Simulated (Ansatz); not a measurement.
# CsSbSe3 (model cell, started as cubic perovskite with Sb in the octahedra): following an unstable mode, part 2 of 3

Which phase does CsSbSe3 (model cell, started as cubic perovskite with Sb in the octahedra) fall into along its unstable mode, and how much energy does it gain?

Ansatz 0.2.0; DFT PBEsol, scalar-relativistic, plane waves, PAW; PAW set soft_1.

So far, highest frequency on the path or at a solved wavevector (cm⁻¹): step 2 (response at finite wavevector) 166. Also lowest frequency on the path (cm⁻¹): step 2 -67.9.

The structure was built from a prototype and need not be the compound's stable phase.

### 5. Energy along the mode, all amplitudes (two of the runs are shown above)

An imaginary frequency means negative curvature, so the energy should fall and then rise again as anharmonic terms take over.

Numbers from this step:

```
depth at the lowest point sampled  : 13.84 meV/atom
largest atomic shift at that point : 0.32 Å
```

Energy from the parent against largest atomic shift:

| largest atomic shift (Å) | energy from the parent (meV/atom) |
| --- | --- |
| 0.000 | 0 |
| 0.040 | -0.476 |
| 0.080 | -1.83 |
| 0.140 | -5.11 |
| 0.220 | -10.4 |
| 0.320 | -13.8 |
| 0.450 | -6.18 |
| 0.600 | 34.2 |

Displacement at unit largest shift by atom:

| atom | x (Å) | y (Å) | z (Å) | size |
| --- | --- | --- | --- | --- |
| Cs1 | 0.00 | 0.00 | 0.00 | 0.00 |
| Cs2 | 0.00 | 0.00 | 0.00 | 0.00 |
| Sb3 | 0.00 | 0.00 | -0.39 | 0.39 |
| Sb4 | 0.00 | 0.00 | 0.39 | 0.39 |
| Se5 | 0.00 | 0.00 | 0.00 | 0.00 |
| Se6 | 0.00 | 0.00 | 0.00 | 0.00 |
| Se7 | 0.00 | 0.00 | 1.00 | 1.00 |
| Se8 | 0.00 | 0.00 | -1.00 | 1.00 |
| Se9 | 0.00 | 0.00 | 1.00 | 1.00 |
| Se10 | 0.00 | 0.00 | -1.00 | 1.00 |

The lowest of the steps tried is at 0.32 Å, 13.8 meV/atom below the parent; the bottom of the well need not coincide with a step.

### 6. Relaxing from the distorted cell

Starting from the lowest point found, all atoms and the cell are let go, so that strain and other modes of the same symmetry can join in.

input.yaml reads:

```yaml
crystal:
  lattice:
    - [5.3818518704, 0.0, 0.0]
    - [0.0, 5.3818518704, 0.0]
    - [0.0, 0.0, 10.7637037408]
  atoms:
    - { symbol: Cs, position: [0.0, 0.0, 0.5] }
    - { symbol: Cs, position: [0.0, 0.0, 0.0] }
    - { symbol: Sb, position: [0.5, 0.5, 0.2383271678] }
    - { symbol: Sb, position: [0.5, 0.5, 0.7616728322] }
    - { symbol: Se, position: [0.5, 0.5, 0.0] }
    - { symbol: Se, position: [0.5, 0.5, 0.5] }
    - { symbol: Se, position: [0.5, 0.0, 0.2797295436] }
    - { symbol: Se, position: [0.5, 0.0, 0.7202704564] }
    - { symbol: Se, position: [0.0, 0.5, 0.2797295436] }
    - { symbol: Se, position: [0.0, 0.5, 0.7202704564] }
kpoints:
  mp_grid: { grid: [8, 8, 4] }
hamiltonian:
  xc: pbesol
  pseudopotentials: { kind: paw, azcp: { folder: soft_1 }, xc_functional: pbe }
scf:
  occupations: { method: methfessel_paxton, width: 0.2 }
output:
  forces: true
  stress: true
  eigenvalues: true
relax:
  adjacent_minimum: "off"
  f_tol: 0.002
  max_steps: 120
  cell: { stress_tol: 0.03 }
```

On the command line:

```sh
> ansatz run input.yaml --threads 8 --pin off --max-ram 16384MiB --backend cpu --events-out ev --progress --plain --runs-dir out
```

Numbers of over 12 decimals in the logs are rounded to 6 here.

What it wrote:

```text
[...]
Crystal: 10 atoms, lattice volume = 311.763 Å³
Basis set: ecut = 420 eV, 5995 PW (Γ), exchange–correlation on 72×72×144 points (8 copies of the dense FFT grid, shifted against one another)
Bands: 87, of which v1, the nominal top of the filled ones, is band 72 counted from 1 (71 counted from 0)
Symmetry: 16 space group operations
[...]
k-points: 45 of 256
[...]
SCF iter   1: F=—  HF=-56540.177453 eV  |F-HF|=—  |Δ(HF+E_count)|=         —  Δρ=3.24e-2  dr2=9.17e0  ethr=3.10e-3  ⟨swp⟩=8.1  Hψ=16607  notcnv=0
[...]
SCF iter  10: F=-56536.715536 eV  HF=-56536.715536 eV  |F-HF|=1.41e-9  |Δ(HF+E_count)|=   3.17e-9  S|Δr|=    0.00e0  Δρ=1.39e-6  dr2=8.54e-9  ethr=6.94e-11  ⟨swp⟩=4.0  Hψ=13451  notcnv=0
SCF 1 converged in 10 iterations: F = -56536.715536 eV  dr2 = 8.54e-9
[...]
relax step   1: F+E_penalty+E_count = -56536.71553563 eV  Δ(F+E_penalty+E_count) = +0.000e0 eV  max|allowed force component| = 3.858e-1 eV/Å  Δτ_max = 0.0000 Å  P = -0.094 GPa  Ω = 311.763 Å³  (10 SCF iters, dr2 threshold 1.00e-7 eV, accepted)
Crystal: 10 atoms, lattice volume = 310.361 Å³
Basis set: ecut = 420 eV, 6053 PW (Γ), exchange–correlation on 72×72×144 points (8 copies of the dense FFT grid, shifted against one another)
[...]
SCF iter   7: F=-56536.773728 eV  HF=-56536.773728 eV  |F-HF|=1.86e-7  |Δ(HF+E_count)|=   2.31e-6  S|Δr|=    0.00e0  Δρ=7.82e-6  dr2=2.95e-7  ethr=6.94e-10  ⟨swp⟩=6.6  Hψ=19095  notcnv=0
SCF 2 converged in 7 iterations: F = -56536.773728 eV  dr2 = 2.95e-7
relax step   2: F+E_penalty+E_count = -56536.77372766 eV  Δ(F+E_penalty+E_count) = -5.819e-2 eV  max|allowed force component| = 2.552e-1 eV/Å  Δτ_max = 0.0620 Å  P = +0.001 GPa  Ω = 310.361 Å³  energy of the carried Pulay correction = +8.678e-5 eV  (7 SCF iters, dr2 threshold 1.00e-6 eV, accepted)
Crystal: 10 atoms, lattice volume = 309.490 Å³
Basis set: ecut = 420 eV, 6029 PW (Γ), exchange–correlation on 72×72×144 points (8 copies of the dense FFT grid, shifted against one another)
[...]
SCF iter   7: F=-56536.785851 eV  HF=-56536.785851 eV  |F-HF|=3.39e-8  |Δ(HF+E_count)|=   6.60e-7  S|Δr|=    0.00e0  Δρ=3.92e-6  dr2=5.36e-8  ethr=6.94e-10  ⟨swp⟩=7.7  Hψ=18390  notcnv=0
SCF 3 converged in 7 iterations: F = -56536.785851 eV  dr2 = 5.36e-8
relax step   3: F+E_penalty+E_count = -56536.78585092 eV  Δ(F+E_penalty+E_count) = -1.212e-2 eV  max|allowed force component| = 1.207e-1 eV/Å  Δτ_max = 0.0301 Å  P = +0.108 GPa  Ω = 309.490 Å³  energy of the carried Pulay correction = +1.409e-4 eV  (7 SCF iters, dr2 threshold 1.00e-6 eV, accepted)
[...]
relax step   4: F+E_penalty+E_count = -56536.78969459 eV  Δ(F+E_penalty+E_count) = -3.844e-3 eV  max|allowed force component| = 1.842e-2 eV/Å  Δτ_max = 0.0259 Å  P = +0.008 GPa  Ω = 310.236 Å³  energy of the carried Pulay correction = +9.455e-5 eV  (7 SCF iters, dr2 threshold 9.11e-7 eV, accepted)
[...]
relax step   5: F+E_penalty+E_count = -56536.78975104 eV  Δ(F+E_penalty+E_count) = -5.645e-5 eV  max|allowed force component| = 2.847e-4 eV/Å  Δτ_max = 0.0026 Å  P = -0.002 GPa  Ω = 310.308 Å³  energy of the carried Pulay correction = +9.009e-5 eV  (7 SCF iters, dr2 threshold 2.12e-8 eV, accepted)
Basis set: ecut = 420 eV, 6045 PW (Γ), exchange–correlation on 72×72×150 points (8 copies of the dense FFT grid, shifted against one another)
[...]
SCF iter   8: F=-56536.789658 eV  HF=-56536.789658 eV  |F-HF|=0.00e0  |Δ(HF+E_count)|=  7.28e-12  S|Δr|=    0.00e0  Δρ=2.73e-8  dr2=4.48e-12  ethr=1.00e-12  ⟨swp⟩=5.2  Hψ=15030  notcnv=0
SCF 6 converged in 8 iterations: F = -56536.789658 eV  dr2 = 4.48e-12
relax step   6: F+E_penalty+E_count = -56536.78965817 eV  Δ(F+E_penalty+E_count) = +9.287e-5 eV  max|allowed force component| = 2.893e-4 eV/Å  Δτ_max = 0.0000 Å  P = -0.002 GPa  Ω = 310.308 Å³  stress off target by 3.11e-3 GPa  SCF on the basis re-selected at this cell (its energy is not comparable with the rows above)  (8 SCF iters)
basis re-selected at this cell: Δ(F+E_penalty+E_count) = +9.287e-5 eV, ΔP = +0.000 GPa vs the last step (what re-selecting the basis moved, of the pressure what is left beyond the Pulay correction that the steps carried, after the strain that the cell walked since its last selection, with what the two solves' SCF thresholds leave and, on support functions, any second-order correction that the steps lacked; it is no measure of the basis error at this ecutwfc). The dense FFT grid was sized anew with the basis: this SCF ran on 36×36×75 points, the steps before it on 36×36×72, so part of this shift can come from that change (see relax.cell in the input reference). [rest of the remark cut]
SCF converged after 8 iterations
[...]
Free energy (F): -56536.789658 eV
[...]
Internal energy: -56536.774563 eV  (E = F + TS)
E sigma→0 (E₀):  -56536.785884 eV
Entropy (-TS):   -0.015095 eV (-1.510 meV/atom)
Fermi energy:    6.470815 eV
[...]
--- Forces (eV/Å), atoms counted from 1 ---
  atom   1  Cs     0.00000000    -0.00000000     0.00000000
  atom   2  Cs    -0.00000000     0.00000000     0.00000000
  atom   3  Sb     0.00000000     0.00000000     0.00022525
  atom   4  Sb     0.00000000     0.00000000    -0.00022525
  atom   5  Se     0.00000000     0.00000000     0.00000000
  atom   6  Se    -0.00000000    -0.00000000     0.00000000
  atom   7  Se     0.00000000     0.00000000     0.00028927
  atom   8  Se     0.00000000     0.00000000    -0.00028927
  atom   9  Se     0.00000000     0.00000000     0.00028927
  atom  10  Se     0.00000000     0.00000000    -0.00028927
  max |Σ_I F_I| component: 2.17e-19 eV/Å
--- Stress (GPa, compression-positive) ---
       -0.003111       0.000000       0.000000
        0.000000      -0.003111       0.000000
        0.000000       0.000000       0.001628
  P = ⅓ Tr σ = -0.0015 GPa (-0.015 kbar)
--- Band table (eV; the first three rows and the last of 45) ---
  k-point 0: bands = [... 68 lower, 5.7399, 5.7576, 5.7576, 6.1972, 6.1972, 7.0678, 7.7694, 10.1195, ... 11 higher]
  k-point 1: bands = [... 68 lower, 5.6436, 5.8100, 5.8100, 6.1506, 6.1506, 6.6807, 8.7381, 10.3438, ... 11 higher]
  k-point 2: bands = [... 68 lower, 5.5998, 5.8522, 5.8522, 6.0969, 6.0969, 6.5065, 9.7989, 10.7281, ... 11 higher]
  k-point 44: bands = [... 68 lower, 5.8846, 5.8846, 6.8204, 6.8974, 7.0255, 7.9786, 7.9786, 8.1656, ... 11 higher]
--- Relaxed structure (5 steps of the walk, 5 accepted, 1 SCFs on fresh bases) ---
  F+E_penalty+E_count = -56536.78965817 eV   max|allowed force component| = 2.893e-4 eV/Å   (the final SCF, on the basis selected at the relaxed cell)
  cell:  # Å, volume = 310.3079 Å³
    - [5.311988, 0, 0.0]
    - [0, 5.311988, 0.0]
    - [0.0, 0.0, 10.997114]
  atoms:
    - { symbol: Cs, position: [0, 0, 0.5] }
    - { symbol: Cs, position: [0, 0, 0] }
    - { symbol: Sb, position: [0.5, 0.5, 0.239409] }
    - { symbol: Sb, position: [0.5, 0.5, 0.760591] }
    - { symbol: Se, position: [0.5, 0.5, 0] }
    - { symbol: Se, position: [0.5, 0.5, 0.5] }
    - { symbol: Se, position: [0.5, 0, 0.290450] }
    - { symbol: Se, position: [0.5, 0, 0.709550] }
    - { symbol: Se, position: [0, 0.5, 0.290450] }
    - { symbol: Se, position: [0, 0.5, 0.709550] }
```

It took 61 s on 8 threads of Arm Neoverse V2, shared host; peak memory 1.9 GiB; 8 min of CPU time.

Relaxation path:

```
step  energy less that of the first step (eV)  largest force component (eV/Å)  pressure (GPa)  volume (Å³)
   1                                   0.0000                          0.3858           -0.09       311.76
   2                                  -0.0582                          0.2552            0.00       310.36
   3                                  -0.0703                          0.1207            0.11       309.49
   4                                  -0.0742                          0.0184            0.01       310.24
   5                                  -0.0742                          0.0003            0.00       310.31
  6*                                  -0.0741                          0.0003            0.00       310.31
```

Relaxation steps marked * repeat the geometry before them on a plane-wave basis chosen anew for their cell, so energy and pressure can jump there.

The run keeps the 16 symmetry operations that it works with, so distortions that break them were not tested.

| conventional cell, symmetrised | before | after | change |
| --- | --- | --- | --- |
| a (Å) | 5.382 | 5.312 | -1.3 % |
| b (Å) | 5.382 | 5.312 | -1.3 % |
| c (Å) | 10.764 | 10.997 | +2.2 % |
| volume (Å³/atom) | 31.18 | 31.03 | -0.5 % |

The atoms that moved most (Å, as changes of fractional coordinates times the final cell):

```
atom     dx     dy      dz  length
 Se9  0.000  0.000   0.118   0.118
 Se7  0.000  0.000   0.118   0.118
 Se8  0.000  0.000  -0.118   0.118
Se10  0.000  0.000  -0.118   0.118
 Sb3  0.000  0.000   0.012   0.012
 Sb4  0.000  0.000  -0.012   0.012
```

This step gave:

```
pressure        : -0.001531 GPa
volume per atom : 31.03 Å³
```

The distorted start has space group P4/mmm; the relaxation ends in P4/mmm.

### 7. The new phase in its own primitive cell

The relaxed structure is symmetrised, reduced to its primitive cell and relaxed tightly, as its phonons need.

input.yaml, the sections that differ from step 6:

```yaml
crystal:
  lattice:
    - [5.3119878392, 0.0, 0.0]
    - [0.0, 5.3119878392, 0.0]
    - [0.0, 0.0, 10.9971142129]
  atoms:
    - { symbol: Cs, position: [0.0, 0.0, 0.5] }
    - { symbol: Cs, position: [0.0, 0.0, 0.0] }
    - { symbol: Sb, position: [0.5, 0.5, 0.2394091075] }
    - { symbol: Sb, position: [0.5, 0.5, 0.7605908925] }
    - { symbol: Se, position: [0.5, 0.5, 0.0] }
    - { symbol: Se, position: [0.5, 0.5, 0.5] }
    - { symbol: Se, position: [0.5, 0.0, 0.2904503252] }
    - { symbol: Se, position: [0.5, 0.0, 0.7095496748] }
    - { symbol: Se, position: [0.0, 0.5, 0.2904503252] }
    - { symbol: Se, position: [0.0, 0.5, 0.7095496748] }
relax:
  adjacent_minimum: "off"
  f_tol: 0.001
  max_steps: 60
  cell: { stress_tol: 0.01 }
# kpoints, hamiltonian, scf, output: as in step 6
```

What it wrote:

```text
[...]
Crystal: 10 atoms, lattice volume = 310.308 Å³
Basis set: ecut = 420 eV, 6045 PW (Γ), exchange–correlation on 72×72×150 points (8 copies of the dense FFT grid, shifted against one another)
Bands: 87, of which v1, the nominal top of the filled ones, is band 72 counted from 1 (71 counted from 0)
Symmetry: 16 space group operations
[...]
k-points: 45 of 256
[...]
- { symbol: Sb, position: [0.500000, 0.500000, 0.239409] }
    - { symbol: Sb, position: [0.500000, 0.500000, 0.7605908925] }
    - { symbol: Se, position: [0.500000, 0.500000, 0.0] }
    - { symbol: Se, position: [0.500000, 0.500000, 0.5] }
    - { symbol: Se, position: [0.500000, 0.0, 0.2904503252] }
    - { symbol: Se, position: [0.500000, 0.0, 0.7095496748] }
    - { symbol: Se, position: [0.0, 0.500000, 0.2904503252] }
    - { symbol: Se, position: [0.0, 0.500000, 0.7095496748] }
[key lines of the parts left out:]
SCF converged after 6 iterations
Free energy (F): -56536.789658 eV
Fermi energy:    6.470815 eV
P = ⅓ Tr σ = -0.0015 GPa (-0.015 kbar)
```

Wall time 23 s (8 threads); peak memory 1.8 GiB; 3 min of CPU time.

Little changed from the start: no atom moved by 0.005 Å and no cell edge by 0.1 %.

The largest force component left is 0.29 meV/Å and the pressure is -0.002 GPa, within the tolerances set. The cell now holds 31.03 Å³/atom.

(Part 2 of 3 ends here.)

[Logs are printed without paths, hosts, clocks, repeated set-up lines and the standing remarks that a program may print on its own settings, such as how far it seeks lower states.]

[Hosts, paths, dates, database ids (printed as entryN), source tags and the programs' standing remarks are cut or masked in the printed files.]
